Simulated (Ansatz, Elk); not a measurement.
## ReSnPb: X-ray structure factors from the self-consistent density

Structure refinements treat a crystal as free atoms side by side. For a made-up structure of ReSnPb (cell and positions from a PBE relaxation) the runs below show what the calculated density changes in F(hkl).

Method: DFT, PBE, all-electron APW+lo, Dirac cores, scalar-relativistic bands, static density, no spin, in Elk 11.2.3 (patched build).

The structure was built from a prototype and need not be the compound's stable phase.

## Step 1: Starting point

Symmetry: P4/nmm, No. 129, tetragonal system. Conventional cell: a = 3.718 Å, b = 3.718 Å, c = 11.719 Å, α = 90.00°, β = 90.00°, γ = 90.00°. Nearest to Pb lie 1 Re at 2.88 Å. Nearest to Re lie 4 Re at 2.78 Å and 1 Pb at 2.88 Å. Sn has 4 Sn at 2.63 Å nearest. Farther neighbours are not listed.

Coordinates:

```cif
data_structure
_symmetry_space_group_name_H-M 'P 1'
_symmetry_Int_Tables_number 1
_cell_length_a 3.7184
_cell_length_b 3.7184
_cell_length_c 11.7193
_cell_angle_alpha 90.000
_cell_angle_beta 90.000
_cell_angle_gamma 90.000
_cell_volume 162.04
loop_
_atom_site_label
_atom_site_type_symbol
_atom_site_fract_x
_atom_site_fract_y
_atom_site_fract_z
_atom_site_occupancy
Pb1 Pb 0.50000 0.00000 0.70699 1
Pb2 Pb 0.00000 0.50000 0.29301 1
Re3 Re 0.50000 0.00000 0.46152 1
Re4 Re 0.00000 0.50000 0.53848 1
Sn5 Sn 0.50000 0.50000 0.00000 1
Sn6 Sn 0.00000 0.00000 0.00000 1
```

## Step 2: Ground state and structure factors

An all-electron density is needed, since X-rays see the cores too. Task 0 finds the density and task 195 Fourier-transforms it; tshift is off so that phases refer to the origin typed.

The input, elk.in:

```
tasks
  0
  195

xctype
  20

spinpol
  .false.

rgkmax
  7.0

gmaxvr
  14.0

lmaxo
  7

lmaxapw
  8

swidth
  0.002

tshift
  .false.

ramdisk
  .false.

hmaxvr
  5.5

maxscl
  120

epspot
  1e-06

sppath
  './'

avec
  7.02683299432 -0.00000000000 0.00000000000
  -0.00000000000 7.02683299432 0.00000000000
  -0.00000000000 0.00000000000 22.14633770358

atoms
  3
  'Pb.in'
  2
  0.5000000000 -0.0000000000 0.7069865748   0.000000 0.000000 0.000000
  -0.0000000000 0.5000000000 0.2930134252   0.000000 0.000000 0.000000
  'Re.in'
  2
  0.5000000000 0.0000000000 0.4615176691   0.000000 0.000000 0.000000
  0.0000000000 0.5000000000 0.5384823309   0.000000 0.000000 0.000000
  'Sn.in'
  2
  0.5000000000 0.5000000000 0.0000000000   0.000000 0.000000 0.000000
  -0.0000000000 0.0000000000 0.0000000000   0.000000 0.000000 0.000000

ngridk
  6 6 2
```

Command:

```bash
OMP_NUM_THREADS=4 elk
```

Numbers of over 12 decimals in the logs are rounded to 6 here.

The program printed:

```text
┌─────────────────────────┐
│ Elk code version 11.2.3 │
└─────────────────────────┘

All units are atomic (Hartree, Bohr, etc.)

┌─────────────────────────────────────────────────┐
│ Ground-state run starting from atomic densities │
└─────────────────────────────────────────────────┘

Lattice vectors :
   7.026832994      -0.000000000       0.000000000
  -0.000000000       7.026832994       0.000000000
  -0.000000000       0.000000000       22.14633770

Reciprocal lattice vectors :
  0.8941702915       0.000000000       0.000000000
   0.000000000      0.8941702915       0.000000000
  -0.000000000      -0.000000000      0.2837121601

Unit cell volume      :    1093.506029
Brillouin zone volume :   0.2268393652

Muffin-tin inner radius fraction :   0.1000000000E-01

Nuclei treated as point charges

Species : 1 (Pb)
 parameters loaded from : Pb.in
 name : lead
 nuclear charge    :   -82.00000000
 electronic charge :    82.00000000
 atomic mass :    377702.4943
 muffin-tin radius :    2.792101667
 number of radial points in muffin-tin :   1393
 inner part over the whole radius :   0.9884702798E-02
 number on inner part of muffin-tin    :   1000
 approximate nuclear radius :   0.1047603524E-03
 number of mesh points to nuclear radius :    526
 atomic positions (lattice), magnetic fields (Cartesian) :
  1 :   0.50000000  0.00000000 -0.29301343    0.00000000  0.00000000  0.00000000
  2 :   0.00000000  0.50000000  0.29301343    0.00000000  0.00000000  0.00000000

Species : 2 (Re)
 parameters loaded from : Re.in
 name : rhenium
 nuclear charge    :   -75.00000000
 electronic charge :    75.00000000
 atomic mass :    339434.5964
 muffin-tin radius :    2.594135615
 number of radial points in muffin-tin :   1393
 inner part over the whole radius :   0.9984381457E-02
 number on inner part of muffin-tin    :    998
 approximate nuclear radius :   0.1014829593E-03
 number of mesh points to nuclear radius :    523
 atomic positions (lattice), magnetic fields (Cartesian) :
  1 :   0.50000000  0.00000000  0.46151767    0.00000000  0.00000000  0.00000000
  2 :   0.00000000  0.50000000 -0.46151767    0.00000000  0.00000000  0.00000000

Species : 3 (Sn)
 parameters loaded from : Sn.in
 name : tin
 nuclear charge    :   -50.00000000
 electronic charge :    50.00000000
 atomic mass :    216395.0922
 muffin-tin radius :    2.459360630
 number of radial points in muffin-tin :   1193
 inner part over the whole radius :   0.9940080970E-02
 number on inner part of muffin-tin    :    849
 approximate nuclear radius :   0.8828114845E-04
 number of mesh points to nuclear radius :    429
 atomic positions (lattice), magnetic fields (Cartesian) :
  1 :   0.50000000  0.50000000  0.00000000    0.00000000  0.00000000  0.00000000
  2 :   0.00000000  0.00000000  0.00000000    0.00000000  0.00000000  0.00000000

Total number of atoms per unit cell :    6
Total muffin-tin volume :    453.2222783
 ratio of muffin-tin to unit cell volume :   0.4144671052

Spin treatment :
 spin-unpolarised

Number of Bravais lattice symmetries :   16
Number of crystal symmetries         :   16
Crystal has no inversion symmetry
Complex Hermitian eigensolver will be used

k-point grid :      6     6     2
k-point offset :    0.000000000       0.000000000       0.000000000
k-point set is reduced with full crystal symmetry group
Total number of k-points :       20

Muffin-tin radius times maximum |G+k| :    7.000000000
 using average radius
Maximum |G+k| for APW functions       :    2.676660241
Maximum (1/2)|G+k|²                   :    3.582255024
Maximum |G| for potential and density :    14.00000000
Constant for pseudocharge density :   10
 order of it for each species :   17  17  17
 order of it for pair densities of each species (exact exchange by exxq0 0: 18) :   11   9   8
Radial integration step length :    1

G-vector grid sizes :     32    32   100
Number of G-vectors :    50683

Maximum angular momentum used for
 APW functions            :    8
 outer part of muffin-tin :    7
[...]
total energy                :     -87653.244439035

Density of states at Fermi energy :    123.4239315
 (states/Hartree/unit cell)

Estimated indirect band gap :   0.1901412746E-02
 from k-point 6 to k-point 15
Estimated direct band gap   :   0.9920868686E-02
 at k-point 4

Charges :
 core                        :    288.0000000
 valence                     :    126.0000000
 interstitial                :    10.79310136
 muffin-tins (core leakage)
  species : 1 (Pb)
[...]
species : 2 (Re)
[...]
species : 3 (Sn)
[...]
total in muffin-tins        :    403.2068986
 total calculated charge     :    413.9965875
 total charge                :    414.0000000
 error                       :   0.3412508408E-02

RMS change in Kohn-Sham potential (target) :   0.1855147602     (  0.1000000000E-05)
Absolute change in total energy (target)   :   0.1629334073     (  0.1000000000E-03)

[... loops 3 to 18 left out ...]

┌──────────────────┐
│ Loop number : 19 │
└──────────────────┘

Energies :
 Fermi                       :     0.241669
 sum of occupied eigenvalues :     -53858.995212202
 electron kinetic            :      99562.932253452
 core electron kinetic       :      97442.236505033
 Coulomb                     :     -185436.43086058
 Coulomb potential           :     -151096.61125881
 nuclear-nuclear             :     -6231.4623794818
 electron-nuclear            :     -207449.73106303
 Hartree                     :      28244.762581930
 Madelung                    :     -109888.12523118
 xc potential                :     -2325.3162068441
 exchange                    :     -1753.1041317840
 correlation                 :     -24.645355797158
 electron entropic           :    -0.20963926562417E-02
 total energy                :     -87651.250191103

Density of states at Fermi energy :    159.6795497
 (states/Hartree/unit cell)

Estimated indirect band gap :   0.2420559228E-02
 from k-point 7 to k-point 17
Estimated direct band gap   :   0.3276204674E-02
 at k-point 7

Charges :
 core                        :    288.0000000
 valence                     :    126.0000000
 interstitial                :    10.92139585
 muffin-tins (core leakage)
  species : 1 (Pb)
[...]
species : 2 (Re)
[...]
species : 3 (Sn)
[...]
total in muffin-tins        :    403.0786041
 total calculated charge     :    413.9967459
 total charge                :    414.0000000
 error                       :   0.3254138029E-02

RMS change in Kohn-Sham potential (target) :   0.4518002419E-06 (  0.1000000000E-05)
Absolute change in total energy (target)   :   0.6001816655E-04 (  0.1000000000E-03)

Convergence targets achieved

┌──────────────────┐
│ Loop number : 20 │
└──────────────────┘

Energies :
 Fermi                       :     0.241669
 sum of occupied eigenvalues :     -53858.995206663
 electron kinetic            :      99562.932266312
 core electron kinetic       :      97442.236517113
 Coulomb                     :     -185436.43085949
 Coulomb potential           :     -151096.61132158
 nuclear-nuclear             :     -6231.4623794818
 electron-nuclear            :     -207449.73099530
 Hartree                     :      28244.762515290
 Madelung                    :     -109888.12519870
 xc potential                :     -2325.3161513940
 exchange                    :     -1753.1041313784
 correlation                 :     -24.645355779440
 electron entropic           :    -0.20963901949469E-02
 total energy                :     -87651.250176728

Density of states at Fermi energy :    159.6793213
 (states/Hartree/unit cell)

Estimated indirect band gap :   0.2420591389E-02
 from k-point 7 to k-point 17
Estimated direct band gap   :   0.3276226353E-02
 at k-point 7

Charges :
 core                        :    288.0000000
 valence                     :    126.0000000
 interstitial                :    10.92139613
 muffin-tins (core leakage)
  species : 1 (Pb)
[...]
species : 2 (Re)
[...]
atom 2                    :    73.19293549     ( -0.8608888180E-07)
  species : 3 (Sn)
   atom 1                    :    48.02828670     (  0.1569317605E-03)
   atom 2                    :    48.02828670     (  0.1569317605E-03)
 total in muffin-tins        :    403.0786039
 total calculated charge     :    413.9967459
 total charge                :    414.0000000
 error                       :   0.3254138629E-02

┌──────────────────────────────┐
│ Self-consistent loop stopped │
└──────────────────────────────┘

Warning : the lowest level lies among the core levels :   -2.891385427      -2.523319321

Warning : core states of species 1 leak from the muffin-tin :   0.1227560294E-02

Warning : core states of species 3 leak from the muffin-tin :   0.1569317605E-03

Wrote STATE.OUT
```

Wall time 78 s (4 threads of Arm Neoverse V2, shared host); peak memory 0.33 GiB; 3.8 min of CPU time.

SFACRHO.OUT:

```text

h k l indices transformed by vhmat matrix:
   1.000000000       0.000000000       0.000000000    
   0.000000000       1.000000000       0.000000000    
   0.000000000       0.000000000       1.000000000    

      h      k      l  multipl.   |H|            Re(F)            Im(F)           |F|

      0      0      0      1   0.0000000       414.00000     -0.16744029E-16   414.00000    
      0      0     -1      2  0.28371216      -88.835346     -0.15263480E-13   88.835346    
      0      0     -2      2  0.56742432       87.246815     -0.11395985E-12   87.246815    
      0      0      3      2  0.85113648       95.683410     -0.98483584E-13   95.683410    
      1      0      0      4  0.89417029       0.0000000      0.22622074E-13  0.22622074E-13
      0     -1      1      4  0.93810079     -0.53114056E-13  -110.79666       110.79666    
      0      1     -1      4  0.93810079     -0.53114056E-13   110.79666       110.79666    
      0      1      2      4   1.0590141      0.68289501E-13   13.234970       13.234970    
      0     -1     -2      4   1.0590141      0.68289501E-13  -13.234970       13.234970    
      0      0      4      2   1.1348486       226.47588     -0.12119658E-12   226.47588    
      0      1     -3      4   1.2344933      0.83464945E-13  -182.55657       182.55657    
      1      0     -3      4   1.2344933     -0.75877223E-13   182.55657       182.55657    
     -1     -1      0      4   1.2645478      -186.97879     -0.22967185E-13   186.97879    
     -1     -1     -1      8   1.2959836       241.85405      0.45871041E-13   241.85405    
      1      1      2      8   1.3860200       86.670828     -0.12348424E-12   86.670828    
      0      0     -5      2   1.4185608      -98.488847     -0.23547049E-12   98.488847    
     -1      0     -4      4   1.4447913      0.22763167E-12  -221.83168       221.83168    
      0     -1     -4      4   1.4447913     -0.22004395E-12   221.83168       221.83168
```

Elk indexes on the primitive cell of elk.in and gives |H| = 4π sin θ/λ in inverse bohr. Below, one row stands for each form hkl of the conventional cell (m members, Friedel mates merged), F is for one primitive cell and the density is static (no thermal factor). Free-atom factors are Waasmaier and Kirfel's, and R is Σm||F|−|F'||/Σm|F|.

```tsv
hkl	m	sin θ/λ (Å⁻¹)	abs F, DFT	neutral atoms	diff.	abs of complex diff.
001	2	0.043	88.835	88.772	+0.064	0.064
002	2	0.085	87.247	86.706	+0.541	0.541
003	2	0.128	95.683	95.745	-0.062	0.062
100	4	0.135	0.000	0.000	+0.000	0.000
101	8	0.141	110.797	110.884	-0.087	0.087
102	8	0.159	13.235	13.262	-0.027	0.027
004	2	0.171	226.476	226.183	+0.293	0.293
103	8	0.186	182.557	182.885	-0.328	0.328
110	4	0.190	186.979	187.051	-0.072	0.072
111	8	0.195	241.854	242.293	-0.439	0.439
112	8	0.208	86.671	86.624	+0.046	0.046
005	2	0.213	98.489	98.715	-0.226	0.226
104	8	0.217	221.832	222.470	-0.638	0.638
113	8	0.229	71.218	71.488	-0.270	0.270
105	8	0.252	82.457	83.023	-0.566	0.566
114	8	0.256	54.200	54.324	-0.124	0.124
006	2	0.256	95.154	95.075	+0.079	0.079
200	4	0.269	317.108	317.829	-0.721	0.721
201	8	0.272	74.474	74.586	-0.112	0.112
202	8	0.282	64.540	65.191	-0.651	0.651
115	8	0.286	233.821	234.144	-0.323	0.323
106	8	0.289	12.027	11.600	+0.428	0.428
```

## Step 3: The highest occupied states alone

An energy window below the Fermi level keeps the highest occupied states, to see at which angles they scatter; shallow core shells can lie inside it and anion s states outside. No new self-consistency is needed.

elk.in: that of step 2 with these lines changed.

```diff
@@ -1,3 +1,2 @@
 tasks
-  0
   195
@@ -40,2 +39,5 @@
 
+wsfac
+  -0.199320 0.541670
+
 sppath
```

Command:

```bash
OMP_NUM_THREADS=4 elk
```

The program printed:

```text
┌─────────────────────────────────┐
│ Elk code version 11.2.3 started │
└─────────────────────────────────┘

Info(readinput): the functional depends on the density's gradient
 muffin-tin radial points multiplied by    2.00000
 (not where nrmtscf is given)

┌────────────────────┐
│ Current task : 195 │
└────────────────────┘
Info(checkmt): changed muffin-tin radius of species 1 (Pb) from   2.8000 to   2.7921
Info(checkmt): changed muffin-tin radius of species 2 (Re) from   2.8000 to   2.5941
Info(checkmt): changed muffin-tin radius of species 3 (Sn) from   2.6000 to   2.4594

Info(sfacrho): density structure factors written to SFACRHO.OUT

 Energy window :  -0.1993200000      0.5416700000

┌──────────────────┐
│ Elk code stopped │
└──────────────────┘
```

It took 24 s on 4 threads; peak memory 0.19 GiB.

States within 12 eV below the Fermi level hold 30.00 electrons; any levels below the window count with the cores. Their amplitudes can exceed the total, where window and core parts have opposite phase:

```tsv
hkl	sin θ/λ (Å⁻¹)	abs F, window	abs F, all
001	0.043	7.335	88.835
002	0.085	10.030	87.247
003	0.128	0.606	95.683
100	0.135	0.000	0.000
101	0.141	0.664	110.797
102	0.159	1.547	13.235
004	0.171	4.545	226.476
103	0.186	2.714	182.557
110	0.190	3.402	186.979
111	0.195	3.497	241.854
```

## Step 4: Another functional

The difference from free atoms is small, so it is set against the change that LDA (Perdew-Wang) makes.

elk.in: that of step 3 with these lines changed.

```diff
@@ -1,2 +1,3 @@
 tasks
+  0
   195
@@ -4,3 +5,3 @@
 xctype
-  20
+  3
 
@@ -39,5 +40,2 @@
 
-wsfac
-  -0.199320 0.541670
-
 sppath
```

Command:

```bash
OMP_NUM_THREADS=4 elk
```

The program printed:

```text
┌─────────────────────────┐
│ Elk code version 11.2.3 │
└─────────────────────────┘

All units are atomic (Hartree, Bohr, etc.)

┌─────────────────────────────────────────────────┐
│ Ground-state run starting from atomic densities │
└─────────────────────────────────────────────────┘

Lattice vectors :
   7.026832994      -0.000000000       0.000000000
  -0.000000000       7.026832994       0.000000000
  -0.000000000       0.000000000       22.14633770

Reciprocal lattice vectors :
  0.8941702915       0.000000000       0.000000000
[...]
atom 2                    :    48.04620354     (  0.1554736018E-03)
 total in muffin-tins        :    403.1784257
 total calculated charge     :    413.9967032
 total charge                :    414.0000000
 error                       :   0.3296838432E-02

┌──────────────────────────────┐
│ Self-consistent loop stopped │
└──────────────────────────────┘

Warning : the lowest level lies among the core levels :   -2.892185280      -2.529940899

Warning : core states of species 1 leak from the muffin-tin :   0.1234642770E-02

Warning : core states of species 3 leak from the muffin-tin :   0.1554736018E-03

Wrote STATE.OUT
[key lines of the parts left out:]
total energy                :     -87598.860066708
```

Wall time 48 s (4 threads); peak memory 0.25 GiB.

Against the first run R = 0.01 %; the largest change is -0.072 at 220.

## Step 5: Basis size

A smaller basis shows how fast F responds to it; the change is likely larger than the basis error of the first run, but doesn't show convergence.

elk.in: that of step 4 with these lines changed.

```diff
@@ -5,3 +5,3 @@
 xctype
-  3
+  20
 
@@ -11,3 +11,3 @@
 rgkmax
-  7.0
+  5.5
```

Command:

```bash
OMP_NUM_THREADS=4 elk
```

The program printed:

```text
┌─────────────────────────┐
│ Elk code version 11.2.3 │
└─────────────────────────┘

All units are atomic (Hartree, Bohr, etc.)

┌─────────────────────────────────────────────────┐
│ Ground-state run starting from atomic densities │
└─────────────────────────────────────────────────┘

Lattice vectors :
   7.026832994      -0.000000000       0.000000000
  -0.000000000       7.026832994       0.000000000
  -0.000000000       0.000000000       22.14633770

Reciprocal lattice vectors :
  0.8941702915       0.000000000       0.000000000
[...]
atom 2                    :    47.99070801     (  0.1591817740E-03)
 total in muffin-tins        :    402.7413953
 total calculated charge     :    413.9968423
 total charge                :    414.0000000
 error                       :   0.3157651602E-02

┌──────────────────────────────┐
│ Self-consistent loop stopped │
└──────────────────────────────┘

Warning : the lowest level lies among the core levels :   -2.892218321      -2.531606509

Warning : core states of species 1 leak from the muffin-tin :   0.1234031475E-02

Warning : core states of species 3 leak from the muffin-tin :   0.1591817740E-03

Wrote STATE.OUT
[key lines of the parts left out:]
total energy                :     -87650.861084382
```

Run time: 68 s. Hardware: 4 threads; peak memory 0.34 GiB.

Against the first run R = 0.03 %; the largest change is +0.170 at 204.

## Step 6: Settings against the effect

```tsv
run	R against the first run (%)	R against neutral atoms, low angle (%)	wall time
PBE, rgkmax 7	0.00	0.25	78 s
LDA (Perdew-Wang)	0.01	0.24	48 s
rgkmax 5.5	0.03	0.25	68 s
```

## Step 7: Summary of results

- R against neutral atoms, sin θ/λ < 0.3 Å⁻¹: 0.25 %
- R against neutral atoms, 0.3 to 0.64 Å⁻¹: 0.10 %

Independent neutral atoms miss the calculated amplitudes by R = 0.25 % below 0.3 Å⁻¹ and 0.10 % from there to 0.64 Å⁻¹; by shells, 0.14 % below 0.15 Å⁻¹ (4 forms), 0.26 % 0.15 to 0.3 (19 forms), 0.09 % 0.3 to 0.45 (37 forms), 0.11 % above 0.45 (84 forms). Bonding, aspherical density and the tables' own atoms all enter these figures, and the runs don't part them. The largest change of an amplitude is -0.72 electrons, at 200. The window's part falls from 30.0 electrons at the origin to at most 0.47 between 0.45 and 0.64 Å⁻¹. Below 0.3 Å⁻¹ the changes that finished (LDA (Perdew-Wang) and rgkmax 5.5) move F by R = 0.05 % at most, against the 0.25 % that separates it from free atoms. The k-mesh has no finished test. These runs have no spin, though d or f shells may be open. Spin-orbit coupling is left out, which can matter for elements this heavy. Part of the difference isn't bonding: the tables are fits to free atoms and ions calculated by other methods than this functional. Thermal motion, anomalous dispersion and extinction are left out.

[Logs are printed without paths, hosts, clocks, repeated set-up lines and the standing remarks that a program may print on its own settings, such as how far it seeks lower states.]

[Hosts, paths, dates, database ids (printed as entryN), source tags and the programs' standing remarks are cut or masked in the printed files.]
